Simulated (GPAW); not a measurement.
# Se K-edge XANES of zinc-blende (ZnSe)₁₋ₓ(BeSe)ₓ at x = 0, part 2 of 2

Aim: the Se K edge in zinc-blende (ZnSe)₁₋ₓ(BeSe)ₓ at x = 0, one member of a composition series.

GPAW 26.7.0; X-ray absorption from dipole matrix elements to empty bands, plane-wave PAW LDA.

So far. Step 2 (Ground state of the crystal): The mesh shows a gap of 1.04 eV. The excited electron is kept all the same, so that all members of the series, with or without a gap, are treated alike.

### Step 4. Spectrum with XCH, Se atom 2

The holes are 8.0 Å apart. In GPAW the data set carries the hole's charge, so charge=0 means a charged cell and charge=-1 a neutral one. The excited electron is kept in the cell, where it fills the lowest empty states and screens the hole. After the field has converged, empty bands are computed with the density fixed and the dipole matrix elements are summed.

The absorber has 4 Zn at 2.45 Å (tetrahedral).

Input file xas.py:

```python
import numpy as np
from ase import Atoms
from ase.parallel import parprint, paropen
from gpaw import GPAW, PW, FermiDirac, Mixer, MixerDif, setup_paths
from gpaw.test import gen
setup_paths.insert(0, '.')
gen('Se', name='fch1s', xcname='LDA', corehole=(1, 0, 1), write_xml=True)
from gpaw.mpi import world
world.barrier()

atoms = Atoms('ZnSeZnSeZnSeZnSeZnSeZnSeZnSeZnSe',
    cell=[[0, 5.668, 5.668],
     [5.668, 0, 5.668],
     [5.668, 5.668, 0]],
    scaled_positions=[[0, 0, 0],
     [0.125, 0.125, 0.125],
     [0, 0, 0.5],
     [0.125, 0.125, 0.625],
     [0, 0.5, 0],
     [0.125, 0.625, 0.125],
     [0, 0.5, 0.5],
     [0.125, 0.625, 0.625],
     [0.5, 0, 0],
     [0.625, 0.125, 0.125],
     [0.5, 0, 0.5],
     [0.625, 0.125, 0.625],
     [0.5, 0.5, 0],
     [0.625, 0.625, 0.125],
     [0.5, 0.5, 0.5],
     [0.625, 0.625, 0.625]],
    pbc=True)
atoms.calc = calc = GPAW(legacy_gpaw=True, mode=PW(400, force_complex_dtype=True), xc='LDA', setups={1: 'fch1s'},
    kpts={'size': (3, 3, 3), 'gamma': True}, occupations=FermiDirac(0.04),
    charge=-1, mixer=Mixer(0.1, 5, 50), maxiter=150,
    convergence={'density': 0.0001, 'eigenstates': 1e-6}, txt='scf.txt')
energy = atoms.get_potential_energy() + calc.get_reference_energy()
ef = calc.get_fermi_level()
out = dict(energy=energy, fermi=ef, forces=atoms.get_forces().tolist())
parprint(f'all-electron energy {energy:.4f} eV, Fermi level {ef:.4f} eV')
ev = np.array([[calc.get_eigenvalues(k, s) for k in range(len(calc.get_ibz_k_points()))] for s in range(calc.get_number_of_spins())])
out['homo'], out['lumo'], out['counts'] = ev[ev < ef].max(), ev[ev > ef].min(), sorted(set((ev < ef).sum((0, 2)).tolist()))
out['filled'] = (ev[:, 0] < ef).sum(1).tolist()

from ase.units import Ha
from gpaw.xas import dipole_matrix_elements
nb = int(calc.get_number_of_electrons() / 2) + 186
top, nb = nb, nb + 8 + nb // 12
nscf = calc.fixed_density(kpts={'size': (4, 4, 4), 'gamma': True}, nbands=nb,
    convergence={'bands': top, 'eigenstates': 5e-3}, maxiter=60, txt='nscf.txt')
cell = atoms.cell.array
ops = [cell.T @ U.T @ np.linalg.inv(cell.T) for U in nscf.wfs.kd.symmetry.op_scc]
filled = [72]  # bands filled in the ground state, by spin
E = np.arange(-6, 30, 0.1)
fwhm = np.interp(E, [4, 25], [2.33, 3.5])
Y, X, zero, highest = 0, 0, 1e9, 1e9
for spin in range(nscf.get_number_of_spins()):
    wfs = nscf.wfs
    mine = wfs.bd.get_slice()  # this rank's bands
    A = dipole_matrix_elements(wfs.setups[1])
    eps = np.zeros((wfs.kd.nibzkpts, nb))
    d = np.zeros((3, A.shape[1], wfs.kd.nibzkpts, nb), complex)
    for kpt in wfs.kpt_u:
        if kpt.s == spin and 1 in kpt.P_ani:
            eps[kpt.k, mine] = kpt.eps_n * Ha
            d[:, :, kpt.k, mine] = (kpt.weight * wfs.nspins / 2) ** 0.5 * np.inner(A, kpt.P_ani[1])
    world.sum(eps)
    world.sum(d)
    T = np.einsum('amkn,bmkn->abkn', d, d.conj()).real
    T = sum(np.einsum('ai,ijkn,bj->abkn', R, T, R) for R in ops) / len(ops)
    empty = np.ones_like(eps, bool) & (np.arange(nb) >= filled[spin])
    zero, highest = min(zero, eps[empty].min()), min(highest, eps[:, top - 1].min())
    lines = [(eps, T, empty)] if spin == 0 else lines + [(eps, T, empty)]
for eps, T, empty in lines:
    f = np.einsum('aakn->akn', T).reshape(3, -1)
    x = eps.ravel() - zero
    w = np.interp(x, E, fwhm) / 2.35482
    g = np.exp(-0.5 * ((E[:, None] - x) / w) ** 2) / (w * (2 * np.pi) ** 0.5)
    Y = Y + (f * empty.ravel()) @ g.T
    X = X + (f * ~empty.ravel()) @ g.T
out.update(E=E.round(2).tolist(), xas=Y.tolist(), xes=X.tolist(), zero=zero, valid=highest - zero, nk=len(eps), nb=nb)
for i in range(0, len(E), 10):
    parprint(f'{E[i]:7.2f}', *(f'{v:10.3e}' for v in Y[:, i]))
import json
with paropen('out.json', 'w') as f:
    json.dump(out, f)
```

Run with:

```sh
> OMP_NUM_THREADS=1 mpirun -n 4 gpaw python xas.py
```

Numbers of over 12 decimals in the logs are rounded to 6 here.

The log of the run:

```text
Input parameters:
  charge: -1
  convergence: {density: 0.0001,
                eigenstates: 1e-06}
  kpts: {gamma: True,
         size: (3, 3, 3)}
  maxiter: 150
  mixer: {backend: pulay,
          beta: 0.1,
          method: separate,
          nmaxold: 5,
          weight: 50}
  mode: {ecut: 400.0,
         force_complex_dtype: True,
         name: pw}
  occupations: {fixmagmom: False,
                name: fermi-dirac,
                width: 0.04}
  setups: {1: fch1s}

Initialize ...

[... PAW data sets ...]

Reference energy: -905759.420203  # eV

Spin-paired calculation

[... convergence settings ...]
Symmetries present (total): 6
  [... symmetry matrices ...]

27 k-points: 3 x 3 x 3 Monkhorst-Pack grid
6 k-points in the irreducible part of the Brillouin zone
       k-points in crystal coordinates                weights
   0:     0.00000000    0.00000000    0.00000000          1/27
   1:     0.33333333    0.00000000   -0.33333333          6/27
   2:     0.33333333    0.00000000    0.00000000          6/27
   3:     0.33333333    0.33333333   -0.33333333          6/27
   4:     0.33333333    0.33333333    0.00000000          6/27
   5:     0.33333333    0.33333333    0.33333333          2/27

Wave functions: Plane wave expansion
  Cutoff energy: 400.000 eV
  Number of coefficients (min, max): 6605, 6616
  Pulay-stress correction: 0.000000 eV/Ang^3 (de/decut=0.000000)
  Using FFTW library
  Wavefunction extrapolation:
    Improved wavefunction reuse through dual PAW basis

Occupation numbers: Fermi-Dirac:
  width: 0.0400  # eV

Eigensolver
   Davidson(niter=2)

Densities:
  Coarse grid: 40*40*40 grid
  Fine grid: 80*80*80 grid
  Total Charge: 0.000000

Density mixing:
  Method: separate
  Backend: pulay
  Linear mixing parameter: 0.1
  old densities: 5
  Width of damping distribution: 1.1
  Damping of long wavelength oscillations: 50

[... Hamiltonian set-up ...]
Number of atoms: 16
Number of atomic orbitals: 104
Number of bands in calculation: 91
Number of valence electrons: 145
Bands to converge: occupied

... initialized

Initializing position-dependent things.

Density initialized from atomic densities
Creating initial wave functions:
  91 bands from LCAO basis set

                             Se

                    Se   Zn
                      Se
                Zn
             Se            Se
                  Zn
                  Se
         Zn            Zn
                    Se
              Zn
           Se   Zn

       Zn

Atomic positions and initial magnetic moments

Positions:
   0 Zn     0.000000    0.000000    0.000000    ( 0.0000,  0.0000,  0.0000)
   1 Se     1.417000    1.417000    1.417000    ( 0.0000,  0.0000,  0.0000)
   2 Zn     2.834000    2.834000    0.000000    ( 0.0000,  0.0000,  0.0000)
   3 Se     4.251000    4.251000    1.417000    ( 0.0000,  0.0000,  0.0000)
   4 Zn     2.834000    0.000000    2.834000    ( 0.0000,  0.0000,  0.0000)
   5 Se     4.251000    1.417000    4.251000    ( 0.0000,  0.0000,  0.0000)
   6 Zn     5.668000    2.834000    2.834000    ( 0.0000,  0.0000,  0.0000)
[...]
13 Se     4.251000    4.251000    7.085000    ( 0.0000,  0.0000,  0.0000)
  14 Zn     5.668000    5.668000    5.668000    ( 0.0000,  0.0000,  0.0000)
  15 Se     7.085000    7.085000    7.085000    ( 0.0000,  0.0000,  0.0000)

Unit cell:
           periodic     x           y           z      points  spacing
  1. axis:    yes    0.000000    5.668000    5.668000    40     0.1636
  2. axis:    yes    5.668000    0.000000    5.668000    40     0.1636
  3. axis:    yes    5.668000    5.668000    0.000000    40     0.1636

  Lengths:   8.015762   8.015762   8.015762
  Angles:   60.000000  60.000000  60.000000

Effective grid spacing dv^(1/3) = 0.1785

iter:   1   -70.508551
iter:   2   -70.066091   -0.26  -1.30
iter:   3   -68.147378   -1.14  -1.34
iter:   4   -68.181590   -1.76  -1.58
iter:   5   -68.102072   -2.28  -1.64
iter:   6   -68.074289   -3.27  -2.38
iter:   7   -68.069537c  -2.91  -2.45
iter:   8   -68.065030c  -3.47  -3.03
iter:   9   -68.063923c  -4.31  -2.94
iter:  10   -68.064004c  -4.64  -3.29
iter:  11   -68.063833c  -5.38  -3.44
iter:  12   -68.063883c  -4.96  -3.51
iter:  13   -68.063818c  -5.69  -3.52
iter:  14   -68.063820c  -6.62c -3.74
iter:  15   -68.063809c  -6.35c -3.71
iter:  16   -68.063798c  -6.82c -3.75
iter:  17   -68.063794c  -6.53c -4.36c

Converged after 17 iterations.

Dipole moment: (-29.648516, -29.648516, -29.648516) |e|*Ang

Energy contributions relative to reference atoms: (reference = -905759.420203)

Kinetic:       +111.450284
Potential:      -99.478280
External:        +0.000000
XC:             -79.367083
Entropy (-ST):   -0.012859
Local:           -0.662285
SIC:             +0.000000
--------------------------
Free energy:    -68.070224
Extrapolated:   -68.063794

Showing only first 2 kpts
 Kpt  Band  Eigenvalues  Occupancy
  0    70      3.53761    2.00000
  0    71      3.53761    2.00000
  0    72      4.33056    2.00000
  0    73      5.65137    1.99903

  1    70      2.47189    2.00000
  1    71      3.15425    2.00000
  1    72      6.44521    0.00001
[...]
Fermi level: 5.95650

No gap
No difference between direct/indirect transitions

Forces in eV/Ang:
  0 Zn   -0.59391   -0.59391   -0.59391
  1 Se   -0.00004   -0.00004   -0.00004
  2 Zn    0.59393    0.59393   -0.59394
  3 Se   -0.00000   -0.00000    0.06512
  4 Zn    0.59393   -0.59394    0.59393
  5 Se   -0.00000    0.06512   -0.00000
  6 Zn    0.03835   -0.03836   -0.03836
[...]
13 Se    0.00003    0.00003   -0.06505
 14 Zn    0.03836    0.03836    0.03836
 15 Se   -0.00000   -0.00000   -0.00000
Scalar-relativistic atomic LDA calculation for Se (Selenium, Z=34)
Core hole in 1s state (1s occupation: 1.0)
600 radial gridpoints.
|------------------------------------------------|
|------------------------------------------------|
[... the atom generator's iteration count ...]

Energy contributions:
-------------------------
Kinetic:    +1992.176532
XC:           -74.936171
Potential:  -3877.301897
-------------------------
Total:      -1960.061536

state      eigenvalue         ekin         rmax
-----------------------------------------------
1s^1.0 :  -473.814066   594.491378        0.029
2s^2.0 :   -62.777713   119.273514        0.162
2p^6.0 :   -56.419235   117.661311        0.128
3s^2.0 :    -8.945456    28.579454        0.490
3p^6.0 :    -6.765340    26.386029        0.482
3d^10.0:    -2.900021    21.587394        0.429
4s^2.0 :    -1.105925     4.504829        1.414
4p^4.0 :    -0.649487     3.202895        1.619
-----------------------------------------------
(units: Bohr and Hartree)

Generating PAW setup
Kinetic energy of the core from tauc = 1992.701229521997
Cutoffs:
rc(s)=1.600
rc(p)=1.900
rc(d)=1.600
rc(vbar)=1.440
rc(comp)=1.600
rc(nct)=1.900

Kinetic energy of the core states: 1970.355293
Charge: 1.0
Core electrons: 27.0
Valence electrons: 6.0
Pseudo-core charge: 0.688517
Shape function alpha=3.906
Pseudo-electron charge 7.123653
state    eigenvalue         norm
--------------------------------
4s(2) :    -1.105925     1.147115
*s    :    -0.105925
4p(4) :    -0.649487     1.035227
*p    :     0.350513
*d    :     0.000000
--------------------------------

Diagonalizing with gridspacing h=0.050

state   all-electron     PAW
-------------------------------
4s:      -1.105925    -1.106630
4p:      -0.649487    -0.650084
*d:                   -0.134651
*f:                   -0.017877
-------------------------------
all-electron energy -905827.4840 eV, Fermi level 5.9565 eV
[...]
27.00  9.368e-08  9.368e-08  9.368e-08
  28.00  8.535e-08  8.535e-08  8.535e-08
  29.00  7.330e-08  7.330e-08  7.330e-08
```

Run time: 3.2 min. Hardware: 4 MPI ranks of Arm Neoverse V2, shared host; peak memory 0.56 GiB.

The Se K spectrum, Se atom 2, excited-electron core hole (neutral cell) (energy from the bottom of the conduction band, which holds the excited electron; intensity scaled to a mean of 1 over the first 20 eV):

```
E (eV)  intensity
  -2.0       0.00
  -1.0       0.01
   0.0       0.11
   1.0       0.48
   2.0       1.04
   3.0       1.37
   4.0       1.42
   5.0       1.43
   6.0       1.47
   7.0       1.51
   8.0       1.35
   9.0       1.10
  10.0       0.81
  11.0       0.59
  12.0       0.60
  13.0       0.75
  14.0       0.89
  15.0       0.95
  16.0       0.94
  17.0       0.93
  18.0       0.92
  19.0       0.86
  20.0       0.80
  21.0       0.83
  22.0       0.90
  23.0       0.91
  24.0       0.89
  25.0       0.92
  26.0       0.99
  27.0       1.02
  28.0       0.92
  29.0       0.79
```

Main maxima below 28 eV (height): 6.8 eV (1.52), 15.2 eV (0.95), 22.8 eV (0.92) and 26.8 eV (1.02). A K edge sees empty p states on the absorber.

The energy difference (zero at 12672 eV) isn't read as a photon energy: for so heavy an absorber the terms left out (the hole's spin, the functional's error) amount to tens of eV or more.

### Step 5. Reference energy of the cell

The absorbing element, whose data set is made anew, changes for the next run, so it gets a reference energy of its own.

Input file scf.py:

```python
import numpy as np
from ase import Atoms
from ase.parallel import parprint, paropen
from gpaw import GPAW, PW, FermiDirac, Mixer, MixerDif, setup_paths
from gpaw.test import gen
setup_paths.insert(0, '.')
gen('Zn', name='nch1s', xcname='LDA', corehole=(1, 0, 0), write_xml=True)
from gpaw.mpi import world
world.barrier()

atoms = Atoms('ZnSeZnSeZnSeZnSeZnSeZnSeZnSeZnSe',
    cell=[[0, 5.668, 5.668],
     [5.668, 0, 5.668],
     [5.668, 5.668, 0]],
    scaled_positions=[[0, 0, 0],
     [0.125, 0.125, 0.125],
     [0, 0, 0.5],
     [0.125, 0.125, 0.625],
     [0, 0.5, 0],
     [0.125, 0.625, 0.125],
     [0, 0.5, 0.5],
     [0.125, 0.625, 0.625],
     [0.5, 0, 0],
     [0.625, 0.125, 0.125],
     [0.5, 0, 0.5],
     [0.625, 0.125, 0.625],
     [0.5, 0.5, 0],
     [0.625, 0.625, 0.125],
     [0.5, 0.5, 0.5],
     [0.625, 0.625, 0.625]],
    pbc=True)
atoms.calc = calc = GPAW(legacy_gpaw=True, mode=PW(400, force_complex_dtype=True), xc='LDA', setups={0: 'nch1s'},
    kpts={'size': (3, 3, 3), 'gamma': True}, occupations=FermiDirac(0.02),
    charge=0, mixer=Mixer(0.1, 5, 50), maxiter=150,
    convergence={'density': 0.0001, 'eigenstates': 1e-6}, txt='scf.txt')
energy = atoms.get_potential_energy() + calc.get_reference_energy()
ef = calc.get_fermi_level()
out = dict(energy=energy, fermi=ef, forces=atoms.get_forces().tolist())
parprint(f'all-electron energy {energy:.4f} eV, Fermi level {ef:.4f} eV')
ev = np.array([[calc.get_eigenvalues(k, s) for k in range(len(calc.get_ibz_k_points()))] for s in range(calc.get_number_of_spins())])
out['homo'], out['lumo'], out['counts'] = ev[ev < ef].max(), ev[ev > ef].min(), sorted(set((ev < ef).sum((0, 2)).tolist()))
out['filled'] = (ev[:, 0] < ef).sum(1).tolist()
import json
with paropen('out.json', 'w') as f:
    json.dump(out, f)
```

Run with:

```sh
> OMP_NUM_THREADS=1 mpirun -n 4 gpaw python scf.py
```

The log of the run:

```text
Input parameters:
  convergence: {density: 0.0001,
                eigenstates: 1e-06}
  kpts: {gamma: True,
         size: (3, 3, 3)}
  maxiter: 150
  mixer: {backend: pulay,
          beta: 0.1,
          method: separate,
          nmaxold: 5,
          weight: 50}
  mode: {ecut: 400.0,
         force_complex_dtype: True,
         name: pw}
  occupations: {fixmagmom: False,
                name: fermi-dirac,
[...]
*s    :     0.771506
4p(0) :    -0.045217     1.008310
*p    :     0.954783
3d(10):    -0.383140     0.154691
*d    :     0.616860
--------------------------------

Diagonalizing with gridspacing h=0.050

state   all-electron     PAW
-------------------------------
4s:      -0.228494    -0.228671
4p:      -0.045217    -0.045275
3d:      -0.383140    -0.383726
*f:                    0.072913
-------------------------------
all-electron energy -918499.6965 eV, Fermi level 4.0606 eV
[key lines of the parts left out:]
Converged after 13 iterations.
Dipole moment: (-28.938500, -28.938500, -28.938500) |e|*Ang
Free energy:    -59.093746
Fermi level: 4.06060
```

Elapsed: 21 s, on 4 MPI ranks; peak memory 0.34 GiB.

Reference energy: -918499.696 eV with the cores included.

### Step 6. Spectrum with XCH, Zn atom 1

The holes are 8.0 Å apart. The excited electron is kept in the cell, where it fills the lowest empty states and screens the hole. After the field has converged, empty bands are computed with the density fixed and the dipole matrix elements are summed.

The absorber has 4 Se at 2.45 Å (tetrahedral).

Edit xas.py of step 4 so:

```diff
@@ -6,3 +6,3 @@
 setup_paths.insert(0, '.')
-gen('Se', name='fch1s', xcname='LDA', corehole=(1, 0, 1), write_xml=True)
+gen('Zn', name='fch1s', xcname='LDA', corehole=(1, 0, 1), write_xml=True)
 from gpaw.mpi import world
@@ -31,3 +31,3 @@
     pbc=True)
-atoms.calc = calc = GPAW(legacy_gpaw=True, mode=PW(400, force_complex_dtype=True), xc='LDA', setups={1: 'fch1s'},
+atoms.calc = calc = GPAW(legacy_gpaw=True, mode=PW(400, force_complex_dtype=True), xc='LDA', setups={0: 'fch1s'},
     kpts={'size': (3, 3, 3), 'gamma': True}, occupations=FermiDirac(0.04),
@@ -53,3 +53,3 @@
 E = np.arange(-6, 30, 0.1)
-fwhm = np.interp(E, [4, 25], [2.33, 3.5])
+fwhm = np.interp(E, [4, 25], [1.67, 3.5])
 Y, X, zero, highest = 0, 0, 1e9, 1e9
@@ -58,3 +58,3 @@
     mine = wfs.bd.get_slice()  # this rank's bands
-    A = dipole_matrix_elements(wfs.setups[1])
+    A = dipole_matrix_elements(wfs.setups[0])
     eps = np.zeros((wfs.kd.nibzkpts, nb))
@@ -62,5 +62,5 @@
     for kpt in wfs.kpt_u:
-        if kpt.s == spin and 1 in kpt.P_ani:
+        if kpt.s == spin and 0 in kpt.P_ani:
             eps[kpt.k, mine] = kpt.eps_n * Ha
-            d[:, :, kpt.k, mine] = (kpt.weight * wfs.nspins / 2) ** 0.5 * np.inner(A, kpt.P_ani[1])
+            d[:, :, kpt.k, mine] = (kpt.weight * wfs.nspins / 2) ** 0.5 * np.inner(A, kpt.P_ani[0])
     world.sum(eps)
```

Run with:

```sh
> OMP_NUM_THREADS=1 mpirun -n 4 gpaw python xas.py
```

The log of the run:

```text
Input parameters:
  charge: -1
  convergence: {density: 0.0001,
                eigenstates: 1e-06}
  kpts: {gamma: True,
         size: (3, 3, 3)}
  maxiter: 150
  mixer: {backend: pulay,
          beta: 0.1,
          method: separate,
          nmaxold: 5,
          weight: 50}
  mode: {ecut: 400.0,
         force_complex_dtype: True,
         name: pw}
  occupations: {fixmagmom: False,
[...]
*d    :    -0.035193
--------------------------------

Diagonalizing with gridspacing h=0.050

state   all-electron     PAW
-------------------------------
4s:      -0.603317    -0.603615
4p:      -0.343743    -0.343956
3d:      -1.035193    -1.035651
*f:                   -0.018332
-------------------------------
all-electron energy -908826.6272 eV, Fermi level 5.9558 eV
[...]
28.00  1.521e-07  1.521e-07  1.521e-07
  29.00  1.515e-07  1.515e-07  1.515e-07
[key lines of the parts left out:]
Converged after 15 iterations.
Dipole moment: (-29.020945, -29.020945, -29.020945) |e|*Ang
Free energy:    -65.704962
Fermi level: 5.95576
```

Run time: 1.7 min. Hardware: 4 MPI ranks; peak memory 0.54 GiB; 6.9 min of CPU time.

The Zn K spectrum, Zn atom 1, excited-electron core hole (neutral cell) (energy from the bottom of the conduction band, which holds the excited electron; intensity scaled to a mean of 1 over the first 20 eV):

```csv
E (eV),intensity
-2.00,0.00
-1.25,0.00
-0.50,0.00
0.25,0.03
1.00,0.15
1.75,0.44
2.50,0.85
3.25,1.14
4.00,1.48
4.75,1.98
5.50,1.98
6.25,1.44
7.00,1.02
7.75,0.96
8.50,1.02
9.25,1.00
10.00,0.89
10.75,0.90
11.50,1.07
12.25,1.25
13.00,1.28
13.75,1.16
14.50,1.00
15.25,0.85
16.00,0.76
16.75,0.74
17.50,0.80
18.25,0.84
19.00,0.82
19.75,0.75
20.50,0.72
21.25,0.75
22.00,0.80
22.75,0.83
23.50,0.83
24.25,0.83
25.00,0.84
25.75,0.86
26.50,0.88
27.25,0.89
28.00,0.89
28.75,0.89
```

Main maxima below 28 eV (height): 5.2 eV (2.08), 8.8 eV (1.03), 12.8 eV (1.29) and 18.4 eV (0.85). 

The total-energy difference is 9673.07 eV. One term is added: -30.82 eV, since the hole is spin-paired here and a spin-polarised one costs that much less in the free atom (computed apart). The photon energy is then 9642.25 eV. The tabulated edge of the element is 9659 eV. The functional leaves an error in such absolute values: in the free atom LDA prices this hole 19.1 eV below PBE (computed apart), and PBE is itself good to a few eV.

### Step 7. What came out

| Property | Result |
| --- | --- |
| absorber and edge | Se K, atom 2 of the ground-state input (counted from 1) |
| surroundings | 4 Zn at 2.45 Å (tetrahedral) |
| highest intensity below 24 eV | 6.8 eV above the zero, height 1.52 |

In words: The Se K edge of atom 2, with 4 Zn at 2.45 Å (tetrahedral), has its highest intensity of the first 24 eV at 6.8 eV above the zero, 1.5 times the mean level of the first 20 eV (Gaussian full width 2.33 eV up to 4 eV, rising linearly to 3.5 eV at 25 eV). The script folds with a Gaussian, whereas the core hole's own line is a Lorentzian, so the onset is too steep and the first peak too high.

[Banner, clock and machine lines of the logs are left out without a mark of their own.]

[Logs are printed without paths, hosts, clocks, repeated set-up lines and the standing remarks that a program may print on its own settings, such as how far it seeks lower states.]

[Hosts, paths, dates, database ids (printed as entryN), source tags and the programs' standing remarks are cut or masked in the printed files.]

[Lists of maxima count a maximum above −3 eV only where it reaches 4 % of the highest in the window and stands out from its surroundings by 2 % of it (1.5 % where it reaches 55 %); shoulders and weaker maxima are passed over, and of the rest the first, up to two pre-edge ones and the few strongest are named.]
